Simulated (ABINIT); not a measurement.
# GaP (F-43m): G0W0 in ABINIT against the k mesh, part 2 of 2

Wanted: the cheapest k mesh that holds the gap of GaP (F-43m).

ABINIT 10.8.3; PBE and many-body steps on it, plane waves. Known limits of the many-body steps: not at the basis limit; exchange with frozen shells missing; no spin-orbit coupling; coarse k mesh.

So far. Step 4 (Empty states on the mesh, 6×6×6 mesh, 36 bands): On this mesh the gap is 1.653 eV. Step 5 (Screening, 2×2×2 mesh, 32 bands, screening to 106.1 eV): Local fields lower ε∞ by 13 %. On a Γ-centred mesh this coarse the value itself is usually too large, while a short band sum pulls it down.

## Step 7: Screening, 4×4×4 mesh, 32 bands, screening to 106.1 eV

This step: RPA screening on PBE, plane waves, norm-conserving pseudopotentials.

run.abi reads:

```
acell 3*1.0 Angstrom
rprim 
  0.000000000000 2.725250000000 2.725250000000
  2.725250000000 0.000000000000 2.725250000000
  2.725250000000 2.725250000000 0.000000000000
ntypat 2
znucl 31 15
natom 2
typat 1 2
xred 
  0.000000000000 0.000000000000 0.000000000000
  0.250000000000 0.250000000000 0.250000000000
pp_dirpath "pseudos"
pseudos "Ga.upf, P.upf"
ecut 36
ngkpt 4 4 4
nshiftk 1
shiftk 0 0 0
kptopt 1
chksymbreak 0
istwfk *1
occopt 1
irdwfk 1
optdriver 3
nband 32
ecuteps 3.9
inclvkb 2
awtr 1
symchi 1
indata_prefix "in"
outdata_prefix "out"
tmpdata_prefix "tmp"
```

On the command line:

```sh
$ OMP_NUM_THREADS=1 mpirun -n 4 abinit run.abi > log
```

Numbers of over 12 decimals in the logs are rounded to 6 here.

The program printed:

```text
.Version 10.8.3 of ABINIT. v10.8.2 released Aug 2026.

 Symmetries : space group F-4 3 m (#216); Bravais cF (face-center cubic)
[... echo of the input left out ...]
== DATASET  1 ==================================================================
-   mpi_nproc: 4, omp_nthreads: 1 (-1 if OMP is not activated)

--- !DatasetInfo
iteration_state: {dtset: 1, }
dimensions: {natom: 2, nkpt: 8, mband: 32, nsppol: 1, nspinor: 1, nspden: 1, mpw: 2832, }
cutoff_energies: {ecut:  36.0, pawecutdg:  -1.0, }
electrons: {nelect:   1.80000000E+01, charge:   0.00000000E+00, occopt:   1.00000000E+00, tsmear:   1.00000000E-02, }

 SCREENING: Calculation of the susceptibility and dielectric matrices

 Based on a program developped by R.W. Godby, V. Olevano, G. Onida, and L. Reining.
 Incorporated in ABINIT by V. Olevano, G.-M. Rignanese, and M. Torrent.
.Using double precision arithmetic ; gwpc =  8

[... cell and pseudopotentials left out ...]
--------------------------------------------------------------------------------

 ==== K-mesh for the wavefunctions ====
 Number of points in the irreducible wedge :     8
[... list of points left out ...]
 Together with 24 symmetry operations and time-reversal symmetry
 yields    64 points in the full Brillouin Zone.

 ==== Q-mesh for the screening function ====
 Number of points in the irreducible wedge :     8
[... list of points left out ...]
 Together with 24 symmetry operations and time-reversal symmetry
 yields    64 points in the full Brillouin Zone.

 setmesh: FFT mesh size selected  =    25x   25x   25
          total number of points  =        15625

 vcoul_init : cutoff-mode = AUXILIARY_FUNCTION
 q-points for optical limit:   1
     1)      0.000010    0.000020    0.000030

- screening: taking advantage of time-reversal symmetry
- Maximum band index for partially occupied states nbvw = 9
- Remaining bands to be divided among processors   nbcw = 23
- Number of bands treated by each node ~5

 Number of electrons calculated from density =   18.0000; Expected =   18.0000
 average of density, n =  0.065891
 r_s =    1.5359
 omega_plasma =   24.7610 [eV]

 calculating chi0 at frequencies [eV] :
  1    0.000000E+00    0.000000E+00
  2    0.000000E+00    2.476105E+01

--------------------------------------------------------------------------------
  q-point number  1        q = ( 0.000000, 0.000000, 0.000000) [r.l.u.]
--------------------------------------------------------------------------------
[... chi0 elements left out ...]
 For q-point:  0.000010 0.000020 0.000030
  dielectric constant =  17.9534
  dielectric constant without local fields =  19.5734

  Average fulfillment of the sum rule on Im[epsilon] for q-point    1 :     32.41  [%]
[... wings left out ...]
  q-point number  2        q = ( 0.250000, 0.000000, 0.000000) [r.l.u.]
--------------------------------------------------------------------------------
[... chi0 elements left out ...]
  Average fulfillment of the sum rule on Im[epsilon] for q-point    2 :     46.65  [%]

 [... 6 further q-points ...]
```

The job ended after 5.1 s (4 MPI ranks of Arm Neoverse V1, shared host; peak memory 0.42 GiB).

Numbers from this step:

| Property | Result |
| --- | --- |
| ε∞ with local fields, on this mesh, along the program's q direction | 17.95 |
| the same without local fields | 19.57 |
| plasma frequency | 24.76 eV |
| plane waves in the screening matrix | 113 |

## Step 8: 4×4×4

The self-energy is evaluated for the states that the input lists, and the levels follow from it, in one-shot runs by the linearised quasiparticle equation.

This step: G0W0 on PBE, plane waves, norm-conserving pseudopotentials.

run.abi: that of step 7 with these lines changed.

```diff
@@ -23,8 +23,17 @@
 irdwfk 1
-optdriver 3
+optdriver 4
 nband 32
+gwcalctyp 0
+ecutsigx 36
+symsigma 1
+nkptgw 2
+kptgw 
+  0.0000000000 0.0000000000 0.0000000000
+  0.5000000000 0.5000000000 0.0000000000
+bdgw 
+  7 13
+  8 11
 ecuteps 3.9
-inclvkb 2
-awtr 1
-symchi 1
+irdscr 1
+ppmodel 1
 indata_prefix "in"
```

The program printed:

```text
.Version 10.8.3 of ABINIT. v10.8.2 released Aug 2026.

 Symmetries : space group F-4 3 m (#216); Bravais cF (face-center cubic)
[... echo of the input left out ...]
== DATASET  1 ==================================================================
-   mpi_nproc: 4, omp_nthreads: 1 (-1 if OMP is not activated)

--- !DatasetInfo
iteration_state: {dtset: 1, }
dimensions: {natom: 2, nkpt: 8, mband: 32, nsppol: 1, nspinor: 1, nspden: 1, mpw: 2832, }
cutoff_energies: {ecut:  36.0, pawecutdg:  -1.0, }
electrons: {nelect:   1.80000000E+01, charge:   0.00000000E+00, occopt:   1.00000000E+00, tsmear:   1.00000000E-02, }

 SIGMA: Calculation of the GW corrections

 Based on a program developped by R.W. Godby, V. Olevano, G. Onida, and L. Reining.
 Incorporated in ABINIT by V. Olevano, G.-M. Rignanese, and M. Torrent.
.Using double precision arithmetic ; gwpc =  8

[... cell and pseudopotentials left out ...]
--------------------------------------------------------------------------------

 ==== K-mesh for the wavefunctions ====
 Number of points in the irreducible wedge :     8
[... list of points left out ...]
 Together with 24 symmetry operations and time-reversal symmetry
 yields    64 points in the full Brillouin Zone.

 ==== Q-mesh for screening function ====
 Number of points in the irreducible wedge :     8
[... list of points left out ...]
 Together with 24 symmetry operations and time-reversal symmetry
 yields    64 points in the full Brillouin Zone.

 vcoul_init : cutoff-mode = AUXILIARY_FUNCTION
 q-points for optical limit:   1
     1)      0.000010    0.000020    0.000030
 setmesh: FFT mesh size selected  =    40x   40x   40
          total number of points  =        64000

 Number of electrons calculated from density =   18.0000; Expected =   18.0000
[...]
number of omega for Sigma on real axis              0
 max omega for Sigma on real axis  [eV]           0.00
 zcut for avoiding poles [eV]                     0.10

 EPSILON^-1 parameters (SCR file):
 dimension of the eps^-1 matrix on file            113
 dimension of the eps^-1 matrix used               113
 number of plane-waves for wavefunctions          2741
 number of bands                                    32
 number of q-points in IBZ                           8
 number of frequencies                               2
 number of real frequencies                          1
 number of imag frequencies                          1

 matrix elements of self-energy operator (all in [eV])

 Perturbative Calculation

--- !SelfEnergy_ee
iteration_state: {dtset: 1, }
kpoint     : [   0.000,    0.000,    0.000, ]
spin       : 1
KS_gap     :    1.817
QP_gap     :    2.384
Delta_QP_KS:    0.567
data: !SigmaeeData |
     Band     E0 <VxcDFT>   SigX SigC(E0)      Z dSigC/dE  Sig(E)    E-E0       E
        7   4.357 -12.838 -14.651   1.849   0.782  -0.278 -12.810   0.028   4.385
        8   4.357 -12.838 -14.651   1.849   0.782  -0.278 -12.810   0.028   4.385
        9   4.357 -12.838 -14.651   1.849   0.782  -0.278 -12.810   0.028   4.385
[...]
--- !SelfEnergy_ee
iteration_state: {dtset: 1, }
kpoint     : [   0.500,    0.500,    0.000, ]
spin       : 1
KS_gap     :    4.335
QP_gap     :    5.094
Delta_QP_KS:    0.758
data: !SigmaeeData |
     Band     E0 <VxcDFT>   SigX SigC(E0)      Z dSigC/dE  Sig(E)    E-E0       E
[...]
10   6.010  -9.355  -5.501  -3.403   0.808  -0.238  -8.991   0.364   6.374
       11   6.179 -10.511  -6.390  -3.449   0.802  -0.247  -9.972   0.539   6.718

== END DATASET(S) ==============================================================
================================================================================

 -outvars: echo values of variables after computation  --------
           etotal      0.0000000000E+00
            nband          32
             nkpt           8
          spgroup         216
 [... the other variables as echoed above ...]

 Calculation completed.
```

The job ended after 3.5 s (4 MPI ranks; peak memory 0.49 GiB).

Numbers from this step:

| Item | Value |
| --- | --- |
| G0W0 gap on the points computed | 1.989 eV |
| starting gap on the mesh | 1.653 eV |
| k of the valence top | 0, 0, 0 |
| k of the conduction bottom | 0.5, 0.5, 0 |
| Z at the valence top | 0.782 |
| Z at the conduction bottom | 0.808 |
| least direct G0W0 gap on the computed points | 2.384 eV |

The gap on the mesh goes from 1.65 eV to 1.99 eV, a correction of +0.34 eV.

## Step 9: Screening, 6×6×6 mesh, 32 bands, screening to 106.1 eV

This step: RPA screening on PBE, plane waves, norm-conserving pseudopotentials.

run.abi: that of step 8 with these lines changed.

```diff
@@ -15,3 +15,3 @@
 ecut 36
-ngkpt 4 4 4
+ngkpt 6 6 6
 nshiftk 1
@@ -23,17 +23,8 @@
 irdwfk 1
-optdriver 4
+optdriver 3
 nband 32
-gwcalctyp 0
-ecutsigx 36
-symsigma 1
-nkptgw 2
-kptgw 
-  0.0000000000 0.0000000000 0.0000000000
-  0.5000000000 0.5000000000 0.0000000000
-bdgw 
-  7 13
-  8 11
 ecuteps 3.9
-irdscr 1
-ppmodel 1
+inclvkb 2
+awtr 1
+symchi 1
 indata_prefix "in"
```

The program printed:

```text
.Version 10.8.3 of ABINIT. v10.8.2 released Aug 2026.

 Symmetries : space group F-4 3 m (#216); Bravais cF (face-center cubic)
[... echo of the input left out ...]
== DATASET  1 ==================================================================
-   mpi_nproc: 4, omp_nthreads: 1 (-1 if OMP is not activated)

--- !DatasetInfo
iteration_state: {dtset: 1, }
dimensions: {natom: 2, nkpt: 16, mband: 32, nsppol: 1, nspinor: 1, nspden: 1, mpw: 2838, }
cutoff_energies: {ecut:  36.0, pawecutdg:  -1.0, }
[...]
--------------------------------------------------------------------------------
[... chi0 elements left out ...]
 For q-point:  0.000010 0.000020 0.000030
  dielectric constant =  12.1506
  dielectric constant without local fields =  13.3847

  Average fulfillment of the sum rule on Im[epsilon] for q-point    1 :     32.49  [%]
[... wings left out ...]
  q-point number  2        q = ( 0.166667, 0.000000, 0.000000) [r.l.u.]
--------------------------------------------------------------------------------
[... chi0 elements left out ...]
  Average fulfillment of the sum rule on Im[epsilon] for q-point    2 :     49.92  [%]

 [... 14 further q-points ...]
```

It took 20 s on 4 MPI ranks; peak memory 0.6 GiB; 78 s of CPU time.

Numbers from this step:

* ε∞ with local fields, on this mesh, along the program's q direction: 12.15
* the same without local fields: 13.38
* plasma frequency: 24.76 eV
* plane waves in the screening matrix: 113

## Step 10: 6×6×6

This step: G0W0 on PBE, plane waves, norm-conserving pseudopotentials.

run.abi: that of step 9 with these lines changed.

```diff
@@ -23,8 +23,17 @@
 irdwfk 1
-optdriver 3
+optdriver 4
 nband 32
+gwcalctyp 0
+ecutsigx 36
+symsigma 1
+nkptgw 2
+kptgw 
+  0.0000000000 0.0000000000 0.0000000000
+  0.5000000000 0.5000000000 0.0000000000
+bdgw 
+  7 13
+  8 11
 ecuteps 3.9
-inclvkb 2
-awtr 1
-symchi 1
+irdscr 1
+ppmodel 1
 indata_prefix "in"
```

The program printed:

```text
.Version 10.8.3 of ABINIT. v10.8.2 released Aug 2026.

 Symmetries : space group F-4 3 m (#216); Bravais cF (face-center cubic)
[... echo of the input left out ...]
== DATASET  1 ==================================================================
-   mpi_nproc: 4, omp_nthreads: 1 (-1 if OMP is not activated)

--- !DatasetInfo
iteration_state: {dtset: 1, }
dimensions: {natom: 2, nkpt: 16, mband: 32, nsppol: 1, nspinor: 1, nspden: 1, mpw: 2838, }
cutoff_energies: {ecut:  36.0, pawecutdg:  -1.0, }
[...]
Band     E0 <VxcDFT>   SigX SigC(E0)      Z dSigC/dE  Sig(E)    E-E0       E
[...]
10   6.010  -9.382  -5.649  -3.286   0.807  -0.240  -9.021   0.360   6.370
       11   6.179 -10.530  -6.543  -3.325   0.801  -0.249 -10.000   0.530   6.710

== END DATASET(S) ==============================================================
================================================================================

 -outvars: echo values of variables after computation  --------
           etotal      0.0000000000E+00
            nband          32
             nkpt          16
          spgroup         216
 [... the other variables as echoed above ...]

 Calculation completed.
```

It took 4.7 s on 4 MPI ranks; peak memory 0.77 GiB; 18 s of CPU time.

Numbers from this step:

```
G0W0 gap on the points computed              : 2.018 eV
starting gap on the mesh                     : 1.653 eV
k of the valence top                         : 0, 0, 0
k of the conduction bottom                   : 0.5, 0.5, 0
least direct G0W0 gap on the computed points : 2.382 eV
```

Against the run before, the gap moves by +0.029 eV.

## Step 11: Side by side

Times are wall times on 4 MPI ranks of Arm Neoverse V1, shared host, good to a factor of about two. A run's time includes the screening step that it read.

| run | mesh | bands | screening cutoff (eV) | DFT gap (eV) | gap on the mesh (eV) | direct (eV) | ε∞ used | time |
| --- | --- | --- | --- | --- | --- | --- | --- | --- |
| 2×2×2 | 2×2×2 | 32 | 106.1 | 1.653 | 1.859 | 2.409 | 48.33 | 5.5 s |
| 4×4×4 | 4×4×4 | 32 | 106.1 | 1.653 | 1.989 | 2.384 | 17.95 | 8.6 s |
| 6×6×6 | 6×6×6 | 32 | 106.1 | 1.653 | 2.018 | 2.382 | 12.15 | 24 s |

## Step 12: Results

| Quantity | Value |
| --- | --- |
| 2×2×2 | 1.859 eV |
| 4×4×4 | 1.989 eV |
| 6×6×6 | 2.018 eV |
| known limits | not at the basis limit; exchange with frozen shells missing; no spin-orbit coupling; coarse k mesh |

**Reading.** The setting moved: k mesh. From 2×2×2 to 6×6×6 the gap moves by +0.16 eV, for 4.4 times the time. The last step still moves it by +0.029 eV. Bands and screening cutoff are coupled, so a series along one setting does not show full convergence. Bands and cutoff are finite, so the gap is not at the basis limit. The miss can reach some tenths of an eV and take either sign; the mesh is an error of its own. In the first G0W0 run levels were corrected at 2 k points alone, so a gap called «on the mesh» is the least over those, and an edge elsewhere would be missed. The 2×2×2 mesh is coarse for this cell, which bears on the long-range parts of exchange and screening. The norm-conserving file of at least one element keeps a d shell over frozen s and p shells of the same row. Exchange with those shells is missing from the self-energy, an error of 0.3 to 0.9 eV in cases checked, whose sign depends on which edge lies on those atoms. The many-body steps are scalar-relativistic: spin-orbit coupling is not in them.

[Paths, hosts, dates, memory and timing lines, banners, echoed tables and standing remarks are left out of the program output.]

[Logs are printed without paths, hosts, clocks, repeated set-up lines and the standing remarks that a program may print on its own settings, such as how far it seeks lower states.]

[Runs of the session that timed out or met a known fault of the program may be left out.]

[No measured gap is set beside runs whose start may be inverted or whose files or cutoffs have a known fault.]

[Hosts, paths, dates, database ids (printed as entryN), source tags and the programs' standing remarks are cut or masked in the printed files.]

[G0W0 gaps are taken among the corrected bands and points alone; a level outside them can change the order at an edge.]

[Where Ansatz stands beside ABINIT at settings called matched, ABINIT's density can come from a denser mesh and the files from another edition; pairs whose starting gaps differed by over 0.03 eV were left out, so agreement reads better than it is.]
